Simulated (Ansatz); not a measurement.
# H2O on Nb(110), shortbridge start, 2x2 cell: photoemission fingerprints, part 2 of 5

What would XPS and UPS show for H2O on Nb(110), shortbridge start, 2x2 cell?

Ansatz 0.2.0; DFT, PBE, plane-wave PAW, default files, scalar-relativistic.

So far, work function, upper face (eV): step 2 (the clean face) 4.48.

### 3. Relaxation

System of this step: Nb16H2O. The cell holds 19 atoms: 2 H, 1 O and 16 Nb. Its edges and angles: a = 6.620 Å, b = 5.733 Å, c = 24.022 Å, α = 90.0°, β = 90.0°, γ = 54.7°. It derives from Nb. How the cell was made: adsorbate; added: H2O; site: shortbridge; coverage 0.25 monolayer; cell: 2x2; on one face. Regions: ad, 3 atoms (2 H and 1 O); L1, 4 atoms (4 Nb); L2, 4 atoms (4 Nb); L3, 4 atoms (4 Nb); rest, 4 atoms (4 Nb). Vacuum lies along c.

Levels and vacuum steps follow bond lengths, so the atoms are relaxed first. 8 atoms are held to stand for the bulk. A dipole correction cancels the field between unlike faces.

input.yaml reads:

```yaml
crystal:
  lattice:
    - [6.62, 0.0, 0.0]
    - [3.31, 4.6810468915, 0.0]
    - [0.0, 0.0, 24.0215703372]
  atoms:
    - { symbol: H, position: [0.064254643, 0.356813713, 0.687780612] }
    - { symbol: H, position: [0.834420278, 0.356813713, 0.687780612] }
    - { symbol: O, position: [0.00191552, 0.25, 0.677373299] }
    - { symbol: Nb, position: [0.0, 0.0, 0.604522108] }
    - { symbol: Nb, position: [0.5, 0.0, 0.604522108] }
    - { symbol: Nb, position: [0.0, 0.5, 0.604522108] }
    - { symbol: Nb, position: [0.5, 0.5, 0.604522108] }
    - { symbol: Nb, position: [0.75, 0.5, 0.507087868] }
    - { symbol: Nb, position: [0.25, 0.5, 0.507087868] }
    - { symbol: Nb, position: [0.75, 0.0, 0.507087868] }
    - { symbol: Nb, position: [0.25, 0.0, 0.507087868] }
    - { symbol: Nb, position: [0.0, 0.0, 0.409653628] }
    - { symbol: Nb, position: [0.5, 0.0, 0.409653628] }
    - { symbol: Nb, position: [0.0, 0.5, 0.409653628] }
    - { symbol: Nb, position: [0.5, 0.5, 0.409653628] }
    - { symbol: Nb, position: [0.75, 0.5, 0.312219388] }
    - { symbol: Nb, position: [0.25, 0.5, 0.312219388] }
    - { symbol: Nb, position: [0.75, 0.0, 0.312219388] }
    - { symbol: Nb, position: [0.25, 0.0, 0.312219388] }
kpoints:
  mp_grid: { grid: [6, 6, 1] }
scf:
  occupations: { method: fermi_dirac, width: 0.05 }
  n_extra_bands: 15
hamiltonian:
  xc: pbe
  pseudopotentials: { kind: paw }
output:
  forces: true
  write_potential: true
  volumetric_format: []
efield:
  axis: 3
  dipole_correction: true
relax:
  f_tol: 0.03
  max_steps: 45
  constraints: [{ sites: [11, 12, 13, 14, 15, 16, 17, 18] }]
```

Run with:

```bash
$ ansatz run input.yaml --threads 8 --pin off --max-ram 20480MiB --backend cpu --events-out ev --progress --plain --runs-dir out
```

Numbers of over 12 decimals in the logs are rounded to 6 here.

The program printed:

```text
[...]
Crystal: 19 atoms, lattice volume = 744.393 Å³
Basis set: ecut = 420 eV, 14601 PW (Γ), exchange–correlation on 90×80×324 points (8 copies of the dense FFT grid, shifted against one another)
Bands: 123, of which v1, the nominal top of the filled ones, is band 108 counted from 1 (107 counted from 0)
Symmetry: 1 space group operations
[...]
k-points: 20 of 36 (time reversal used)
[...]
SCF iter   1: F=—  HF=-73427.582475 eV  |F-HF|=—  |Δ(HF+E_count)|=         —  Δρ=8.41e-3  dr2=9.99e0  ethr=1.77e-3  p=0.248 e·Å  D=6.03e-2 V/Å  ΔV_dip=-1.45 eV  dr2_dipole=2.64e0  V_vac-E_F(+/−)=3.48/4.93 eV  ⟨swp⟩=9.6  Hψ=11385  notcnv=0  defer=3
[...]
SCF iter   6: F=-73427.297471 eV  HF=-73427.297476 eV  |F-HF|=5.26e-6  |Δ(HF+E_count)|=   1.29e-5  Δρ=2.30e-5  dr2=1.06e-5  ethr=1.04e-8  p=0.165 e·Å  D=4.01e-2 V/Å  ΔV_dip=-0.96 eV  dr2_dipole=8.39e-7  V_vac-E_F(+/−)=3.56/4.52 eV  ⟨swp⟩=14.6  Hψ=26030  notcnv=0
SCF 1 converged in 6 iterations: F = -73427.297471 eV  dr2 = 1.06e-5
[...]
relax step   1: F+E_penalty+E_count = -73427.29747050 eV  Δ(F+E_penalty+E_count) = +0.000e0 eV  max|allowed force component| = 2.729e0 eV/Å  Δτ_max = 0.0000 Å  (6 SCF iters, dr2 threshold 2.25e-5 eV, accepted)
[...]
SCF iter   6: F=-73427.920043 eV  HF=-73427.920043 eV  |F-HF|=3.11e-7  |Δ(HF+E_count)|=   4.04e-5  Δρ=3.18e-5  dr2=1.09e-5  ethr=4.63e-8  p=0.202 e·Å  D=4.90e-2 V/Å  ΔV_dip=-1.18 eV  dr2_dipole=1.83e-7  V_vac-E_F(+/−)=3.36/4.54 eV  ⟨swp⟩=12.8  Hψ=24753  notcnv=0
SCF 2 converged in 6 iterations: F = -73427.920043 eV  dr2 = 1.09e-5
relax step   2: F+E_penalty+E_count = -73427.92004254 eV  Δ(F+E_penalty+E_count) = -6.226e-1 eV  max|allowed force component| = 4.713e-1 eV/Å  Δτ_max = 0.1949 Å  (6 SCF iters, dr2 threshold 1.00e-4 eV, accepted)
[...]
SCF iter   6: F=-73428.068640 eV  HF=-73428.068641 eV  |F-HF|=1.14e-6  |Δ(HF+E_count)|=   1.80e-7  Δρ=1.74e-5  dr2=3.41e-6  ethr=6.43e-9  p=0.202 e·Å  D=4.92e-2 V/Å  ΔV_dip=-1.18 eV  dr2_dipole=3.47e-8  V_vac-E_F(+/−)=3.36/4.54 eV  ⟨swp⟩=14.4  Hψ=25541  notcnv=0
SCF 3 converged in 6 iterations: F = -73428.068640 eV  dr2 = 3.41e-6
relax step   3: F+E_penalty+E_count = -73428.06863953 eV  Δ(F+E_penalty+E_count) = -1.486e-1 eV  max|allowed force component| = 8.010e-1 eV/Å  Δτ_max = 0.1979 Å  (6 SCF iters, dr2 threshold 1.39e-5 eV, accepted)
[... from here on, the SCF cycles and remarks between the steps are left out ...]
relax step   4: F+E_penalty+E_count = -73428.14762914 eV  Δ(F+E_penalty+E_count) = -7.899e-2 eV  max|allowed force component| = 4.565e-1 eV/Å  Δτ_max = 0.2000 Å  (5 SCF iters, dr2 threshold 4.01e-5 eV, accepted)
relax step   5: F+E_penalty+E_count = -73428.18276153 eV  Δ(F+E_penalty+E_count) = -3.513e-2 eV  max|allowed force component| = 3.066e-1 eV/Å  Δτ_max = 0.2000 Å  (5 SCF iters, dr2 threshold 6.77e-5 eV, accepted)
relax step   6: F+E_penalty+E_count = -73428.20726057 eV  Δ(F+E_penalty+E_count) = -2.450e-2 eV  max|allowed force component| = 1.769e-1 eV/Å  Δτ_max = 0.2000 Å  (5 SCF iters, dr2 threshold 3.05e-5 eV, accepted)
relax step   7: F+E_penalty+E_count = -73428.21143478 eV  Δ(F+E_penalty+E_count) = -4.174e-3 eV  max|allowed force component| = 1.684e-1 eV/Å  Δτ_max = 0.1573 Å  (5 SCF iters, dr2 threshold 1.04e-5 eV, accepted)
relax step   8: F+E_penalty+E_count = -73428.21607001 eV  Δ(F+E_penalty+E_count) = -4.635e-3 eV  max|allowed force component| = 4.272e-2 eV/Å  Δτ_max = 0.1053 Å  (5 SCF iters, dr2 threshold 9.44e-6 eV, accepted)
relax step   9: F+E_penalty+E_count = -73428.21672982 eV  Δ(F+E_penalty+E_count) = -6.598e-4 eV  max|allowed force component| = 4.590e-2 eV/Å  Δτ_max = 0.0715 Å  (7 SCF iters, accepted)
relax step  10: F+E_penalty+E_count = -73428.21764093 eV  Δ(F+E_penalty+E_count) = -9.111e-4 eV  max|allowed force component| = 4.957e-2 eV/Å  Δτ_max = 0.0338 Å  (6 SCF iters, accepted)
relax step  11: F+E_penalty+E_count = -73428.21782202 eV  Δ(F+E_penalty+E_count) = -1.811e-4 eV  max|allowed force component| = 5.853e-3 eV/Å  Δτ_max = 0.0193 Å  (4 SCF iters, dr2 threshold 2.46e-6 eV, accepted)
[...]
SCF iter   3: F=-73428.217822 eV  HF=-73428.217822 eV  |F-HF|=1.18e-8  |Δ(HF+E_count)|=   1.86e-7  Δρ=1.68e-6  dr2=4.48e-8  ethr=4.63e-11  p=0.290 e·Å  D=7.06e-2 V/Å  ΔV_dip=-1.69 eV  dr2_dipole=5.37e-11  V_vac-E_F(+/−)=2.84/4.54 eV  ⟨swp⟩=10.4  Hψ=21307  notcnv=0
SCF 12 converged in 3 iterations: F = -73428.217822 eV  dr2 = 4.48e-8
relax step  12: F+E_penalty+E_count = -73428.21782246 eV  Δ(F+E_penalty+E_count) = -4.359e-7 eV  max|allowed force component| = 6.018e-3 eV/Å  Δτ_max = 0.0000 Å  (3 SCF iters, accepted)
NSCF: frozen V_eff on 20 k-points
[...]
SCF converged after 3 iterations
Free energy (F): -73428.217822 eV
[...]
Internal energy: -73428.052178 eV  (E = F + TS)
E sigma→0 (E₀):  -73428.135000 eV
Entropy (-TS):   -0.165645 eV (-8.718 meV/atom)
Fermi energy:    4.990075 eV
Dipole field:    D = 0.070554 V/Å  (p = 0.290245 e·Å, saw-weighted, corrected)
Work function:   Φ+ = 2.8448 eV   Φ− = 4.5395 eV
[...]
--- Forces (eV/Å), atoms counted from 1 ---
  atom   1  H      0.00073715     0.00102247    -0.00195758
  atom   2  H      0.00123666    -0.00432279    -0.00160107
  atom   3  O     -0.00066263     0.00033592     0.00162973
  atom   4  Nb     0.00284497     0.00552942     0.00155446
  atom   5  Nb     0.00138685     0.00212027    -0.00052997
  atom   6  Nb     0.00077218    -0.00601775     0.00238675
  atom   7  Nb     0.00040299    -0.00379800    -0.00068267
  atom   8  Nb    -0.00209980    -0.00009694    -0.00221085
  atom   9  Nb    -0.00224508     0.00009697     0.00071159
  atom  10  Nb    -0.00230877     0.00177856    -0.00019786
  atom  11  Nb    -0.00112179     0.00096828     0.00081501
  atom  12  Nb    -0.00854314     0.03209167    -0.38607153
  atom  13  Nb    -0.03924261    -0.03315547    -0.45403074
  atom  14  Nb     0.00822077    -0.03059042    -0.38562090
  atom  15  Nb     0.04132162     0.03426377    -0.45318415
  atom  16  Nb    -0.02098160    -0.00112727     0.40383645
  atom  17  Nb    -0.01233292     0.04008603     0.43532137
  atom  18  Nb     0.01202775    -0.04009289     0.43568578
  atom  19  Nb     0.02052227     0.00105823     0.40412164
  max |Σ_I F_I| component: 1.50e-4 eV/Å
--- Band table (eV; the first three rows and the last of 20) ---
  k-point 0: bands = [... 104 lower, 5.1563, 5.1764, 5.2167, 5.2721, 5.5486, 5.5984, 6.3834, 6.4883, ... 11 higher]
  k-point 1: bands = [... 104 lower, 5.1135, 5.1496, 5.1971, 5.3300, 5.3602, 5.4591, 5.8081, 5.8825, ... 11 higher]
  k-point 2: bands = [... 104 lower, 4.8303, 4.9373, 5.0678, 5.0994, 5.1418, 5.2030, 5.2580, 5.3900, ... 11 higher]
  k-point 19: bands = [... 104 lower, 4.5690, 4.6254, 4.6752, 4.6790, 4.7166, 4.7454, 5.1848, 5.2154, ... 11 higher]
--- Relaxed structure (12 steps of the walk, 12 accepted, 0 SCFs on fresh bases) ---
  F+E_penalty+E_count = -73428.21782246 eV   max|allowed force component| = 6.018e-3 eV/Å
  atoms:
    - { symbol: H, position: [0.145688, 0.135550, 0.708341] }
    - { symbol: H, position: [0.847461, 0.373390, 0.707440] }
    - { symbol: O, position: [-0.00225117, 0.251893, 0.684878] }
    - { symbol: Nb, position: [0.00130477, -0.00908018, 0.603199] }
    - { symbol: Nb, position: [0.513296, -0.013600, 0.599313] }
    - { symbol: Nb, position: [-0.0019471, 0.509339, 0.603158] }
    - { symbol: Nb, position: [0.485727, 0.514059, 0.599299] }
    - { symbol: Nb, position: [0.750128, 0.499999, 0.507540] }
    - { symbol: Nb, position: [0.247918, 0.503632, 0.507054] }
    - { symbol: Nb, position: [0.751910, -0.00346787, 0.507081] }
    - { symbol: Nb, position: [0.249659, 0.000175901, 0.507520] }
    - { symbol: Nb, position: [0.0, 0.0, 0.409654] }
    - { symbol: Nb, position: [0.5, 0.0, 0.409654] }
    - { symbol: Nb, position: [-5.551115123125783e-17, 0.500000, 0.409654] }
    - { symbol: Nb, position: [0.500000, 0.500000, 0.409654] }
    - { symbol: Nb, position: [0.75, 0.500000, 0.312219388] }
    - { symbol: Nb, position: [0.250000, 0.500000, 0.312219388] }
    - { symbol: Nb, position: [0.750000, 0.0, 0.312219388] }
    - { symbol: Nb, position: [0.25, 0.0, 0.312219388] }
```

Wall time 6.1 min (8 threads of Arm Neoverse V1, shared host); peak memory 3.8 GiB.

The steps of the relaxation:

```tsv
step	energy less that of the first step (eV)	largest force component (eV/Å)
1	0.0000	2.7294
2	-0.6226	0.4713
3	-0.7712	0.8010
4	-0.8502	0.4565
5	-0.8853	0.3066
6	-0.9098	0.1769
7	-0.9140	0.1684
8	-0.9186	0.0427
9	-0.9193	0.0459
10	-0.9202	0.0496
11	-0.9204	0.0059
12	-0.9204	0.0060
```

The atoms that moved most (Å):

```tsv
atom	dx	dy	dz	length
H1	-0.193	-1.036	0.494	1.164
H2	0.141	0.078	0.472	0.499
O3	-0.021	0.009	0.180	0.182
Nb7	-0.048	0.066	-0.125	0.150
Nb5	0.043	-0.064	-0.125	0.147
Nb6	0.018	0.044	-0.033	0.058
Nb4	-0.021	-0.043	-0.032	0.057
Nb9	-0.002	0.017	-0.001	0.017
```

This step gave:

* free energy: -73428.2178 eV
* energy at zero smearing: -73428.1350 eV
* smearing term TS: 0.1656 eV
* Fermi energy: 4.990 eV
* symmetry operations: 1
* work function, upper face: 2.845 eV
* work function, lower face: 4.539 eV

The relaxation ends 48 meV an atom lower, with a largest force component of 0.0060 eV/Å on the free atoms. For the work function, upper face, step 2 gave 4.48 eV; this run, with 19 atoms, gives 2.84 eV (-36 %).

[end of part 2 of 5]

[Logs are printed without paths, hosts, clocks, repeated set-up lines and the standing remarks that a program may print on its own settings, such as how far it seeks lower states.]

[Hosts, paths, dates, database ids (printed as entryN), source tags and the programs' standing remarks are cut or masked in the printed files.]

[Maps of the electrostatic potential energy from Ansatz leave out the sawtooth potential of an applied field or a dipole correction, so their vacuum need not be flat; work functions include it.]
